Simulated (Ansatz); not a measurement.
The compound is NaCoCl3 (cubic perovskite) (Pm-3m).

The structure was built from a prototype and need not be the compound's stable phase.

It takes space group Pm-3m (No. 221, cubic). Conventional cell: a = 4.673 Å, b = 4.673 Å, c = 4.673 Å, α = 90.00°, β = 90.00°, γ = 90.00°. Na has 12 Cl at 3.30 Å nearest. Nearest to Co lie 6 Cl at 2.34 Å. Nearest to Cl lie 2 Co at 2.34 Å and 4 Na at 3.30 Å. Farther neighbours and most contacts between anions are not listed.

```xyz
5
Lattice="0.0000 -4.6726 0.0000 0.0000 0.0000 4.6726 -4.6726 0.0000 0.0000" Properties=species:S:1:pos:R:3 pbc="T T T"
Na    0.0000    0.0000    0.0000
Co   -2.3363   -2.3363    2.3363
Cl    0.0000   -2.3363    2.3363
Cl   -2.3363   -2.3363    0.0000
Cl   -2.3363    0.0000    2.3363
```

The structure was relaxed with PBE. The structure type comes from a generator and need not be one that this composition takes. The structure was generated from a model, not taken from a measurement. The runs that relaxed it are not among those shown. The program's search for lower electronic states was switched off, so nothing shows that the state found is the lowest. PAW set soft_2, made with PBE.

A constrained-RPA run (Ansatz 0.2.0; non-magnetic PBE; Co d, bands v4 to c1, 4×4×4 mesh, medium accuracy) builds 5 functions on bands 3.1 eV wide, with 7.0 electrons in the window. The bare on-site interaction is 19.3 eV and the bare J 0.63 eV.

Question: What U and J survive the screening?

On the Co d shell, U = 4.58 eV (24 % of the bare value), U′ = 3.56 eV, J = 0.51 eV.

The parent state is non-magnetic and the interaction static (zero frequency); U depends on the window and the orbitals, so it belongs to this model alone.

[Paths, hosts, dates, memory and timing lines, banners, echoed tables and standing remarks are left out of the program output.]

[Logs are printed without paths, hosts, clocks, repeated set-up lines and the standing remarks that a program may print on its own settings, such as how far it seeks lower states.]

[Runs of the session that timed out or met a known fault of the program may be left out.]

[Hosts, paths, dates, database ids (printed as entryN), source tags and the programs' standing remarks are cut or masked in the printed files.]
